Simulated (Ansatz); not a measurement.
SnWO4 (Pnna), computed twice by G0W0.

```
Sn W O
1.0
     5.62700    0.00000    0.00000
     0.00000   11.64860    0.00000
     0.00000    0.00000    4.99730
Sn W O
4 4 16
Direct
  0.25000 0.00000 0.21960
  0.25000 0.50000 0.28040
  0.75000 0.00000 0.78040
  0.75000 0.50000 0.71960
  0.66770 0.25000 0.25000
  0.83230 0.75000 0.25000
  0.33230 0.75000 0.75000
  0.16770 0.25000 0.75000
  0.37650 0.29870 0.99880
  0.12350 0.70130 0.99880
  0.37650 0.20130 0.50120
  0.12350 0.79870 0.50120
  0.62350 0.70130 0.00120
  0.87650 0.29870 0.00120
  0.62350 0.79870 0.49880
  0.87650 0.20130 0.49880
  0.10190 0.39610 0.60370
  0.39810 0.60390 0.60370
  0.10190 0.10390 0.89630
  0.39810 0.89610 0.89630
  0.89810 0.60390 0.39630
  0.60190 0.39610 0.39630
  0.89810 0.89610 0.10370
  0.60190 0.10390 0.10370
```

The cell and positions come from the Crystallography Open Database and are kept as given unless a step says otherwise. Spin-orbit coupling is left out unless a run names it.

The first (Ansatz 0.2.0; start LDA, 4×2×4 mesh, 743 empty bands, screening to 100 eV, hard PAW files; 1 × NVIDIA GB200 with 16 threads of Arm Neoverse V2, shared host) gave, on its mesh: starting gap 1.36 eV, G0W0 gap 2.51 eV, RPA ε∞ (mean) 6.92, 2.1 min.

The second gave: starting gap 1.36 eV, G0W0 gap 2.50 eV, RPA ε∞ (mean) 6.87, 4.6 min.

**Question.** What was changed in the input? Choose among start, files, mesh, bands and cutoff, frequency model or another key.

Changed: empty bands from 743 to 1505 and screening cutoff (eV) from 100.0 to 160.0. The starting gap stayed, which rules out the functional and points to the GW step. Other changes could give like numbers; this is the one that was made.

Limits: not at the basis limit; no spin-orbit coupling.

[Paths, hosts, dates, memory and timing lines, banners, echoed tables and standing remarks are left out of the program output.]

[Logs are printed without paths, hosts, clocks, repeated set-up lines and the standing remarks that a program may print on its own settings, such as how far it seeks lower states.]

[Runs of the session that timed out or met a known fault of the program may be left out.]

[Cells called generated may have been cut or substituted from an entry of the Crystallography Open Database or the Materials Project.]

[Hosts, paths, dates, database ids (printed as entryN), source tags and the programs' standing remarks are cut or masked in the printed files.]
